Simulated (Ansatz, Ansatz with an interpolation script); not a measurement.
Rows from a G0W0 calculation on LiNbO3 (R3c) (Ansatz 0.2.0; G0W0 on LDA, plane waves, PAW; PAW set soft_1; 4×4×4 mesh, 488 empty bands, screening to 160 eV, PAW set soft_1 files), in eV. Spin-orbit coupling is left out.

| row | k | band | start | Σx | Σc at the solution | Vxc |
| --- | --- | --- | --- | --- | --- | --- |
| A | Γ | v1 | 6.860 | -25.691 | 4.434 | -20.798 |
| B | Γ | c3 | 10.890 | -13.963 | -4.995 | -20.142 |
| C | Γ | c4 | 12.046 | -14.811 | -5.526 | -21.630 |
| D | Γ | v3 | 6.382 | -25.887 | 4.651 | -20.706 |
| E | Γ | c1 | 10.419 | -13.715 | -5.005 | -19.923 |
| F | Γ | v4 | 6.177 | -25.687 | 4.491 | -20.729 |

Q: Give the quasiparticle energies and the shift of each level.

The quasiparticle equation reads E = start + Σx + Σc(E) − Vxc.

| row | E (eV) | shift (eV) |
| --- | --- | --- |
| A | 6.401 | −0.459 |
| B | 12.074 | +1.184 |
| C | 13.339 | +1.293 |
| D | 5.851 | −0.530 |
| E | 11.623 | +1.204 |
| F | 5.710 | −0.467 |

Limits: not at the basis limit; no spin-orbit coupling.

[Runs of the session that timed out or met a known fault of the program may be left out.]

[Hosts, paths, dates, database ids (printed as entryN), source tags and the programs' standing remarks are cut or masked in the printed files.]
